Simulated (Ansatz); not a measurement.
# A hypothetical structure for Cd3Cu

This structure for Cd3Cu is made up. Its elements were placed in a known structure type with a cell scaled to their sizes. What cell does the guess relax to, and how far off was it?

Main program and level: Ansatz 0.2.0; DFT, PBE, plane-wave PAW, files of the set soft_1, scalar-relativistic, ferromagnetic start, cell and ions relaxed at zero pressure; PAW set soft_1, in the first sound run; inputs show where later runs differ.

**1. Starting point**

Symmetry: I4/mmm, No. 139, tetragonal system. The conventional cell has a = 4.358 Å, b = 4.358 Å, c = 8.241 Å, α = 90.00°, β = 90.00°, γ = 90.00°. Nearest to Cd lie 8 Cd at 3.00 Å and 4 Cu at 3.08 Å. Nearest to Cd lie 4 Cu at 3.00 Å and 8 Cd at 3.00 to 3.08 Å. Cu has 12 Cd at 3.00 to 3.08 Å nearest. Farther neighbours are not listed.

Coordinates:

```cif
data_structure
_symmetry_space_group_name_H-M 'P 1'
_symmetry_Int_Tables_number 1
_cell_length_a 5.1453
_cell_length_b 5.1453
_cell_length_c 5.1453
_cell_angle_alpha 129.890
_cell_angle_beta 129.890
_cell_angle_gamma 73.583
_cell_volume 78.26
loop_
_atom_site_label
_atom_site_type_symbol
_atom_site_fract_x
_atom_site_fract_y
_atom_site_fract_z
_atom_site_occupancy
Cd1 Cd 0.50000 0.50000 0.00000 1
Cd2 Cd 0.25000 0.75000 0.50000 1
Cd3 Cd 0.75000 0.25000 0.50000 1
Cu4 Cu 0.00000 0.00000 0.00000 1
```

**2. Relaxation of the guess**

The guess takes its coordinates from another compound and its volume from a rule, so the cell and any free coordinates are relaxed together.

Input file input.yaml:

```yaml
crystal:
  lattice:
    - [-2.179, 2.179, 4.1205]
    - [2.179, -2.179, 4.1205]
    - [2.179, 2.179, -4.1205]
  atoms:
    - { symbol: Cd, position: [0.5, 0.5, 0.0] }
    - { symbol: Cd, position: [0.25, 0.75, 0.5] }
    - { symbol: Cd, position: [0.75, 0.25, 0.5] }
    - { symbol: Cu, position: [0.0, 0.0, 0.0], spin: 0.6 }
magnetization:
  spin_polarized: true
kpoints:
  mp_grid: { grid: [9, 9, 9] }
scf:
  occupations: { method: fermi_dirac, width: 0.05 }
hamiltonian:
  xc: pbe
  pseudopotentials: { kind: paw, azcp: { folder: soft_1 } }
relax:
  f_tol: 0.015
  max_steps: 70
  cell: {}
output:
  forces: true
  stress: true
```

The run is started by

```
> ansatz run input.yaml --threads 4 --pin off --max-ram 8192MiB --backend cpu --events-out ev --progress --plain --runs-dir out
```

Numbers of over 12 decimals in the logs are rounded to 6 here.

What it wrote:

```text
Engine: ansatz 0.2.0, x86_64-unknown-linux-gnu
Pseudopotentials: kind: paw
Pseudopotential: Cd, paw, valence charge 20, recommended cutoff 420 eV (normal), soft_1/Cd.paw.azcp
Pseudopotential: Cu, paw, valence charge 19, recommended cutoff 420 eV (normal), soft_1/Cu.paw.azcp
Functional definition: PBE
  parameter kappa = 0.804
  parameter beta = 0.066725
  exchange = pbe_x(kappa = kappa, mu = beta*pi^2/3)
  correlation = pbe_c(beta = beta)
Crystal: 4 atoms, lattice volume = 78.257 Å³
Basis set: ecut = 420 eV, 1541 PW (Γ), exchange–correlation on 72×72×72 points (8 copies of the dense FFT grid, shifted against one another)
Bands: 48, of which v1, the nominal top of the filled ones, is band 40 counted from 1 (39 counted from 0)
Symmetry: 16 space group operations
Space group: I4/mmm (ITA 139), of the structure as read, at distance tolerance 4.3e-5 Å
Magnetic group: BNS 139.531 (UNI 1191), of the structure as read, at distance tolerance 4.3e-5 Å
k-points: 75 of 729
Non-local potential: Cd, projectors of the file, l = 0: 3, l = 1: 2, l = 2: 2, l = 3: 1
Non-local potential: Cu, projectors of the file, l = 0: 3, l = 1: 2, l = 2: 3, l = 3: 1
PAW form: soft (Blöchl's): semilocal exchange-correlation on the pseudo side does not see the compensation charge
PAW one-centre angular grid: Cd, 590 points (default); XC on 64 Gauss nodes
PAW one-centre angular grid: Cu, 590 points (default); XC on 64 Gauss nodes
Initial density: superposition of atomic densities (chi_scale 0.1, normalization cell)
Starting moments: Σ|m| = 0.6 μB on 1 of 4 sites
Initial wavefunctions: pseudopotential atomic-orbital guess
Functional: x = pbe(κ = 0.804, μ = 0.219515), c = pbe(β = 0.066725)
SCF iter   1: F=—  HF=-31389.037653 eV  |F-HF|=—  |Δ(HF+E_count)|=         —  Δρ=7.20e-2 (↑7.20e-2 ↓2.64e-2)  dr2=5.10e0  dr2_m=4.52e-1  M=0.115 μB ∫|m|=0.187 μB  β_m=0.30  ethr=3.10e-3  ⟨swp⟩=5.9  Hψ=23770  notcnv=0  defer=28
preconditioner: auto → Kerker (q_TF=auto, 2.733 Å⁻¹)  [metal: Δε(μ)=0.076 eV  Ē_g=11.668 eV  σ=0.050 eV  W_gap=0.35  n_scr=30 (ndim 8)  ℏωp=28.8 eV  f_vac=0.000  D(μ)=1.24/eV (n_scr^D=10)]
spin=Collinear: Kerker preconditioning applied to the charge; magnetization (m = ρ↑ − ρ↓) channel mixes plain (no charge-response kernel on spin).
SCF iter   2: F=—  HF=-31388.603973 eV  |F-HF|=—  |Δ(HF+E_count)|=   4.34e-1  Δρ=3.28e-2 (↑2.08e-2 ↓3.28e-2)  dr2=6.41e-1  dr2_m=4.07e-1  M=0.042 μB ∫|m|=0.075 μB  β_m=0.30  ethr=3.10e-3  ⟨swp⟩=2.0  Hψ=14658  notcnv=0  defer=342
SCF iter   3: F=—  HF=-31388.464638 eV  |F-HF|=—  |Δ(HF+E_count)|=   1.39e-1  Δρ=2.58e-2 (↑2.58e-2 ↓1.32e-2)  dr2=4.52e-1  dr2_m=2.06e-1  M=0.039 μB ∫|m|=0.073 μB  β_m=0.30  ethr=8.11e-4  ⟨swp⟩=2.0  Hψ=12402  notcnv=0  defer=348
SCF iter   4: F=—  HF=-31388.352441 eV  |F-HF|=—  |Δ(HF+E_count)|=   1.12e-1  Δρ=1.41e-2 (↑1.33e-2 ↓1.41e-2)  dr2=3.30e-2  dr2_m=1.21e-1  M=0.025 μB ∫|m|=0.054 μB  β_m=0.30  ethr=5.73e-4  ⟨swp⟩=2.0  Hψ=11611  notcnv=0  defer=348
SCF iter   5: F=—  HF=-31388.384426 eV  |F-HF|=—  |Δ(HF+E_count)|=   3.20e-2  Δρ=1.81e-2 (↑2.48e-3 ↓1.81e-2)  dr2=1.33e-1  dr2_m=7.19e-2  M=0.015 μB ∫|m|=0.038 μB  β_m=0.30  ethr=4.17e-5  ⟨swp⟩=2.0  Hψ=14621  notcnv=0  defer=346
SCF iter   6: F=—  HF=-31388.377094 eV  |F-HF|=—  |Δ(HF+E_count)|=   7.33e-3  Δρ=1.10e-2 (↑3.89e-3 ↓1.10e-2)  dr2=3.20e-2  dr2_m=3.91e-2  M=0.011 μB ∫|m|=0.031 μB  β_m=0.30  ethr=4.17e-5  ⟨swp⟩=2.0  Hψ=11066  notcnv=0  defer=346
SCF iter   7: F=—  HF=-31388.375735 eV  |F-HF|=—  |Δ(HF+E_count)|=   1.36e-3  Δρ=7.70e-3 (↑3.35e-3 ↓7.70e-3)  dr2=1.42e-2  dr2_m=2.16e-2  M=0.008 μB ∫|m|=0.025 μB  β_m=0.30  ethr=4.05e-5  ⟨swp⟩=1.0  Hψ=6960  notcnv=0  defer=346
Mixer restart at iter 7: flushing history
spin-set hold released at iteration 7 (site moments contracting): the magnetisation degrees of freedom join the quasi-Newton model from the next iteration; the mixer history was flushed
SCF iter   8: F=—  HF=-31388.374855 eV  |F-HF|=—  |Δ(HF+E_count)|=   8.80e-4  Δρ=4.54e-3 (↑3.74e-3 ↓4.54e-3)  dr2=2.09e-3  dr2_m=1.21e-2  M=0.006 μB ∫|m|=0.020 μB  β_m=0.60  ethr=1.79e-5  ⟨swp⟩=1.9  Hψ=7450  notcnv=0  defer=346
SCF iter   9: F=—  HF=-31388.379365 eV  |F-HF|=—  |Δ(HF+E_count)|=   4.51e-3  Δρ=4.02e-3 (↑1.86e-3 ↓4.02e-3)  dr2=1.77e-2  dr2_m=8.47e-4  M=0.001 μB ∫|m|=0.007 μB  β_m=0.47  ethr=2.64e-6  ⟨swp⟩=2.0  Hψ=13928  notcnv=0  defer=346
SCF iter  10: F=—  HF=-31388.375315 eV  |F-HF|=—  |Δ(HF+E_count)|=   4.05e-3  Δρ=1.03e-3 (↑1.03e-3 ↓3.49e-4)  dr2=6.81e-4  dr2_m=8.77e-5  M=-0.000 μB ∫|m|=0.004 μB  β_m=0.74  ethr=2.64e-6  ⟨swp⟩=2.1  Hψ=13570  notcnv=0  defer=346
SCF iter  11: F=—  HF=-31388.375377 eV  |F-HF|=—  |Δ(HF+E_count)|=   6.19e-5  Δρ=1.13e-4 (↑1.13e-4 ↓9.79e-5)  dr2=2.34e-5  dr2_m=8.66e-7  M=-0.000 μB ∫|m|=0.001 μB  β_m=0.66  ethr=8.62e-7  ⟨swp⟩=2.0  Hψ=8009  notcnv=0  defer=346
SCF iter  12: F=—  HF=-31388.375393 eV  |F-HF|=—  |Δ(HF+E_count)|=   1.63e-5  Δρ=5.89e-5 (↑4.66e-5 ↓5.89e-5)  dr2=4.67e-6  dr2_m=7.50e-8  M=-0.000 μB ∫|m|=0.000 μB  β_m=0.76  ethr=2.96e-8  ⟨swp⟩=2.0  Hψ=11719  notcnv=0  defer=346
SCF iter  13: F=—  HF=-31388.375399 eV  |F-HF|=—  |Δ(HF+E_count)|=   6.18e-6  Δρ=2.63e-5 (↑2.45e-5 ↓2.63e-5)  dr2=2.24e-6  dr2_m=1.57e-8  M=-0.000 μB ∫|m|=0.000 μB  β_m=0.88  ethr=5.91e-9  ⟨swp⟩=2.0  Hψ=7978  notcnv=0  defer=346
SCF iter  14: F=—  HF=-31388.375399 eV  |F-HF|=—  |Δ(HF+E_count)|=   4.91e-8  Δρ=7.56e-6 (↑6.55e-6 ↓7.56e-6)  dr2=1.86e-7  dr2_m=1.01e-9  M=-0.000 μB ∫|m|=0.000 μB  β_m=0.94  ethr=2.84e-9  ⟨swp⟩=2.0  Hψ=8039  notcnv=0  defer=346
SCF iter  15: F=—  HF=-31388.375399 eV  |F-HF|=—  |Δ(HF+E_count)|=   4.11e-8  Δρ=1.83e-6 (↑1.30e-6 ↓1.83e-6)  dr2=1.10e-8  dr2_m=5.68e-10  M=0.000 μB ∫|m|=0.000 μB  β_m=0.97  ethr=1.27e-10  ⟨swp⟩=3.4  Hψ=19739  notcnv=0
SCF iter  16: F=-31388.375399 eV  HF=-31388.375399 eV  |F-HF|=2.76e-10  |Δ(HF+E_count)|=   1.40e-9  Δρ=4.94e-7 (↑3.00e-7 ↓4.94e-7)  dr2=6.72e-10  dr2_m=3.34e-11  M=0.000 μB ∫|m|=0.000 μB  ethr=1.39e-11  ⟨swp⟩=3.0  Hψ=14842  notcnv=0
WARN: the starting moments were not kept: the SCF closed with an absolute magnetisation of 6.6e-6 μB, where they sum to 0.6 μB in size (1 site). That is at most 0.1 of that sum. Measured as dr2_m measures the in/out step, that magnetisation stands 1.0e-11 eV from none, at or under the dr2_threshold of 1.0e-7 eV: it is no larger than a step whose dr2_m would equal this threshold. The system may hold no moment; this SC [...]
SCF 1 converged in 16 iterations: F = -31388.375399 eV  dr2 = 6.72e-10
[...]
SCF 3 converged in 6 iterations: F = -31388.381910 eV  dr2 = 5.73e-8
relax step   3: F+E_penalty+E_count = -31388.38191047 eV  Δ(F+E_penalty+E_count) = -8.093e-4 eV  max|allowed force component| = 2.168e-19 eV/Å  Δτ_max = 0.0000 Å  P = +0.023 GPa  Ω = 76.723 Å³  energy of the carried Pulay correction = +5.020e-4 eV  (6 SCF iters, dr2 threshold 4.00e-7 eV, accepted)
[...]
relax step   4: F+E_penalty+E_count = -31388.38299036 eV  Δ(F+E_penalty+E_count) = -1.080e-3 eV  max|allowed force component| = 1.355e-18 eV/Å  Δτ_max = 0.0000 Å  P = -0.174 GPa  Ω = 76.972 Å³  energy of the carried Pulay correction = +4.121e-4 eV  (6 SCF iters, dr2 threshold 1.92e-7 eV, accepted)
[...]
relax step   5: F+E_penalty+E_count = -31388.38136871 eV  Δ(F+E_penalty+E_count) = +1.622e-3 eV  max|allowed force component| = 4.337e-19 eV/Å  Δτ_max = 0.0000 Å  P = -0.742 GPa  Ω = 77.736 Å³  energy of the carried Pulay correction = +1.110e-4 eV  (8 SCF iters, dr2 threshold 2.57e-7 eV, rejected (line search))
[...]
relax step   6: F+E_penalty+E_count = -31388.38413179 eV  Δ(F+E_penalty+E_count) = -1.141e-3 eV  max|allowed force component| = 7.589e-19 eV/Å  Δτ_max = 0.0000 Å  P = -0.288 GPa  Ω = 77.126 Å³  energy of the carried Pulay correction = +3.366e-4 eV  (12 SCF iters, accepted)
[...]
relax step   7: F+E_penalty+E_count = -31388.38479931 eV  Δ(F+E_penalty+E_count) = -6.675e-4 eV  max|allowed force component| = 9.758e-19 eV/Å  Δτ_max = 0.0000 Å  P = -0.133 GPa  Ω = 76.925 Å³  energy of the carried Pulay correction = +4.111e-4 eV  (6 SCF iters, dr2 threshold 4.00e-7 eV, accepted)
[...]
relax step   8: F+E_penalty+E_count = -31388.38491894 eV  Δ(F+E_penalty+E_count) = -1.196e-4 eV  max|allowed force component| = 6.505e-19 eV/Å  Δτ_max = 0.0000 Å  P = -0.017 GPa  Ω = 76.778 Å³  energy of the carried Pulay correction = +4.608e-4 eV  (6 SCF iters, dr2 threshold 4.94e-8 eV, accepted)
Initial wavefunctions: pseudopotential atomic-orbital guess (no wavefunctions were taken with the density)
iter 1 solved again at ethr=1.67e-8 eV; its pass at ethr=3.10e-3 eV (dr2=1.32e-5 eV) is discarded
SCF iter   1: F=—  HF=-31388.383819 eV  |F-HF|=—  |Δ(HF+E_count)|=         —  Δρ=2.02e-4 (↑2.02e-4 ↓2.02e-4)  dr2=3.14e-6  dr2_m=9.20e-12  M=0.000 μB ∫|m|=0.000 μB  β_m=0.30  ethr=1.67e-8  ⟨swp⟩=3.0  Hψ=43104  notcnv=0
preconditioner: auto → Kerker (q_TF=auto, 2.741 Å⁻¹)  [metal: Δε(μ)=0.042 eV  Ē_g=12.324 eV  σ=0.050 eV  W_gap=0.21  n_scr=30 (ndim 8)  ℏωp=29.1 eV  f_vac=0.000  D(μ)=1.29/eV (n_scr^D=10)]
spin=Collinear: Kerker preconditioning applied to the charge; magnetization (m = ρ↑ − ρ↓) channel mixes plain (no charge-response kernel on spin).
SCF iter   2: F=—  HF=-31388.384116 eV  |F-HF|=—  |Δ(HF+E_count)|=   2.98e-4  Δρ=1.47e-4 (↑1.47e-4 ↓1.47e-4)  dr2=3.66e-6  dr2_m=4.32e-12  M=0.000 μB ∫|m|=0.000 μB  β_m=0.57  ethr=3.97e-9  ⟨swp⟩=2.0  Hψ=8086  notcnv=0
SCF iter   3: F=—  HF=-31388.384355 eV  |F-HF|=—  |Δ(HF+E_count)|=   2.39e-4  Δρ=5.95e-5 (↑5.95e-5 ↓5.95e-5)  dr2=2.94e-7  dr2_m=6.26e-13  M=0.000 μB ∫|m|=0.000 μB  β_m=0.73  ethr=3.97e-9  ⟨swp⟩=2.0  Hψ=8117  notcnv=0
SCF iter   4: F=—  HF=-31388.384405 eV  |F-HF|=—  |Δ(HF+E_count)|=   4.96e-5  Δρ=5.01e-6 (↑5.00e-6 ↓5.01e-6)  dr2=1.92e-8  dr2_m=8.56e-15  M=0.000 μB ∫|m|=0.000 μB  β_m=0.64  ethr=3.72e-10  ⟨swp⟩=2.0  Hψ=13128  notcnv=0
SCF iter   5: F=—  HF=-31388.384405 eV  |F-HF|=—  |Δ(HF+E_count)|=   2.76e-7  Δρ=2.53e-6 (↑2.53e-6 ↓2.53e-6)  dr2=4.48e-9  dr2_m=1.74e-15  M=0.000 μB ∫|m|=0.000 μB  β_m=0.82  ethr=2.43e-11  ⟨swp⟩=2.7  Hψ=12406  notcnv=0
SCF iter   6: F=—  HF=-31388.384405 eV  |F-HF|=—  |Δ(HF+E_count)|=   6.97e-9  Δρ=1.72e-6 (↑1.72e-6 ↓1.72e-6)  dr2=2.75e-9  dr2_m=2.63e-16  M=0.000 μB ∫|m|=0.000 μB  β_m=0.89  ethr=5.67e-12  ⟨swp⟩=2.0  Hψ=13124  notcnv=0
SCF iter   7: F=—  HF=-31388.384408 eV  |F-HF|=—  |Δ(HF+E_count)|=   3.23e-6  Δρ=1.31e-7 (↑1.31e-7 ↓1.30e-7)  dr2=6.27e-11  dr2_m=3.47e-17  M=0.000 μB ∫|m|=0.000 μB  β_m=0.95  ethr=3.49e-12  ⟨swp⟩=2.0  Hψ=10700  notcnv=0
SCF iter   8: F=-31388.384408 eV  HF=-31388.384408 eV  |F-HF|=3.64e-12  |Δ(HF+E_count)|=    0.00e0  Δρ=3.26e-8 (↑3.26e-8 ↓3.25e-8)  dr2=4.56e-12  dr2_m=6.90e-18  M=0.000 μB ∫|m|=0.000 μB  ethr=1.00e-12  ⟨swp⟩=3.4  Hψ=19145  notcnv=0
the starting moments were not kept: the SCF closed with an absolute magnetisation of 1.2e-9 μB, where they sum to 0.6 μB in size (1 site). That is at most 0.1 of that sum. Measured as dr2_m measures the in/out step, that magnetisation stands 5.0e-19 eV from none, at or under the dr2_threshold of 4.0e-11 eV: it is no larger than a step whose dr2_m would equal this threshold.
SCF 9 converged in 8 iterations: F = -31388.384408 eV  dr2 = 4.56e-12
relax step   9: F+E_penalty+E_count = -31388.38440831 eV  Δ(F+E_penalty+E_count) = +5.106e-4 eV  max|allowed force component| = 7.589e-19 eV/Å  Δτ_max = 0.0000 Å  P = -0.017 GPa  Ω = 76.778 Å³  stress off target by 1.94e-2 GPa  SCF on the basis re-selected at this cell (its energy is not comparable with the rows above)  (8 SCF iters)
basis re-selected at this cell: Δ(F+E_penalty+E_count) = +5.106e-4 eV, ΔP = -0.000 GPa vs the last step (what re-selecting the basis moved, of the pressure what is left beyond the Pulay correction that the steps carried, after the strain that the cell walked since its last selection, with what the two solves' SCF thresholds leave and, on support functions, any second-order correction that the steps lacked; it is no m [...]
SCF converged after 8 iterations
Magnetization: 0.0000 μB (39.5000 up, 39.5000 down)
Absolute magnetization: 0.0000 μB (∫|ρ↑−ρ↓|, with the PAW one-centre terms)
Spin contamination: 0.0000 ħ² per cell (⟨S²⟩ above its minimum at these occupations)
Per-site moments (μB) at R_I (Å): [(-1.8520693748530148e-11, 1.236421), (7.98719866152871e-12, 1.236421), (7.986805484183167e-12, 1.236421), (-3.784027835411365e-11, 1.236421)]
Free energy (F): -31388.384408 eV
Harris-Foulkes:  -31388.384408 eV  (|F-HF|=3.64e-12)
Internal energy: -31388.373713 eV  (E = F + TS)
E sigma→0 (E₀):  -31388.379061 eV
Entropy (-TS):   -0.010695 eV (-2.674 meV/atom)
Fermi energy:    14.928641 eV
--- Per-component energies (eV) ---
  E_band       = -1564.241741
  E_kinetic    = 1580.902356
  E_local      = -13591.121239  (includes V_loc(G=0)·N_el)
  E_nonlocal   = 1251.094544
  E_hartree    = 6142.574842
  E_xc         = -539.550053
  E_vxc        = -678.603525  (∫ρ·V_xc dr)
  E_paw        = -14111.401828  (= ΣΔE_a)
  E_vpaw       = -2411.665555  (= ΣTr[D̂ρ^β])
  E_aug_tail   = 0.001990  (compensation charges beyond the density's cutoff)
  E_ewald      = -12120.874325
  E_smearing   = -0.010695  (= −TS)
  E_closure    = 0.000000  (closes the sum)
  Σ components = -31388.384408   (vs F -31388.384408, Δ=0.00e0)
--- Forces (eV/Å), atoms counted from 1 ---
  atom   1  Cd     0.00000000     0.00000000    -0.00000000
  atom   2  Cd    -0.00000000    -0.00000000     0.00000000
  atom   3  Cd     0.00000000    -0.00000000     0.00000000
  atom   4  Cu    -0.00000000     0.00000000     0.00000000
  max |Σ_I F_I| component: 1.30e-18 eV/Å
--- Stress (GPa, compression-positive) ---
       -0.015311       0.000000      -0.000000
        0.000000      -0.015311      -0.000000
       -0.000000      -0.000000      -0.019442
  P = ⅓ Tr σ = -0.0167 GPa (-0.167 kbar)
--- Relaxed structure (8 steps of the walk, 7 accepted, 1 SCFs on fresh bases) ---
  F+E_penalty+E_count = -31388.38440831 eV   max|allowed force component| = 7.589e-19 eV/Å   (the final SCF, on the basis selected at the relaxed cell)
  cell:  # Å, volume = 76.7775 Å³
    - [-2.136719, 2.136719, 4.204161]
    - [2.136719, -2.136719, 4.204161]
    - [2.136719, 2.136719, -4.204161]
  atoms:
    - { symbol: Cd, position: [0.500000, 0.500000, 0] }
    - { symbol: Cd, position: [0.25, 0.750000, 0.500000] }
    - { symbol: Cd, position: [0.750000, 0.25, 0.500000] }
    - { symbol: Cu, position: [0, 0, 0] }
```

Elapsed: 64 s, on 4 threads of Intel Xeon Platinum 8259CL at 2.50GHz (Skylake/Cascade Lake), shared host; peak memory 0.74 GiB.

Step by step:

| step | energy less that of the first step (eV) | largest force component (eV/Å) | pressure (GPa) | volume (Å³) |
| --- | --- | --- | --- | --- |
| 1 | 0.0000 | 0.0000 | -1.11 | 78.26 |
| 2 | -0.0057 | 0.0000 | 0.40 | 76.26 |
| 3 | -0.0065 | 0.0000 | 0.02 | 76.72 |
| 4 | -0.0076 | 0.0000 | -0.17 | 76.97 |
| 5 | -0.0060 | 0.0000 | -0.74 | 77.74 |
| 6 | -0.0087 | 0.0000 | -0.29 | 77.13 |
| 7 | -0.0094 | 0.0000 | -0.13 | 76.92 |
| 8 | -0.0095 | 0.0000 | -0.02 | 76.78 |
| 9* | -0.0090 | 0.0000 | -0.02 | 76.78 |

Relaxation steps marked * repeat the geometry before them on a plane-wave basis chosen anew for their cell, so energy and pressure can jump there. Relaxation step 5 was tried and not accepted.

The run keeps the 16 symmetry operations that it works with, so distortions that break them were not tested.

| conventional cell, symmetrised | before | after | change |
| --- | --- | --- | --- |
| a (Å) | 4.358 | 4.273 | -1.9 % |
| b (Å) | 4.358 | 4.273 | -1.9 % |
| c (Å) | 8.241 | 8.408 | +2.0 % |
| volume (Å³/atom) | 19.56 | 19.19 | -1.9 % |

The relaxed structure:

```xyz
4
Lattice="-2.1367 2.1367 4.2042 2.1367 -2.1367 4.2042 2.1367 2.1367 -4.2042" Properties=species:S:1:pos:R:3 pbc="T T T"
Cd    0.0000    0.0000    4.2042
Cd    2.1367    0.0000    2.1021
Cd    0.0000    2.1367    2.1021
Cu    0.0000    0.0000    0.0000
```

This step gave:

| Quantity | Value |
| --- | --- |
| free energy | -31388.3844 eV |
| energy at zero smearing | -31388.3791 eV |
| smearing term TS | 0.01069 eV |
| Fermi energy | 14.93 eV |
| electrons | 79 |
| symmetry operations | 16 |
| pressure | -0.01669 GPa |

Shortest distances by pair of elements, guess and relaxed (not always the same contact):

| pair | guess (Å) | relaxed (Å) |
| --- | --- | --- |
| Cd–Cd | 2.999 | 2.997 |
| Cd–Cu | 2.999 | 2.997 |
| Cu–Cu | 4.358 | 4.273 |

The relaxation ends with a pressure of -0.02 GPa. The starting moments have collapsed: the run ends non-magnetic.

(Part 1 of 2 ends here.)

[Logs are printed without paths, hosts, clocks, repeated set-up lines and the standing remarks that a program may print on its own settings, such as how far it seeks lower states.]

[Hosts, paths, dates, database ids (printed as entryN), source tags and the programs' standing remarks are cut or masked in the printed files.]
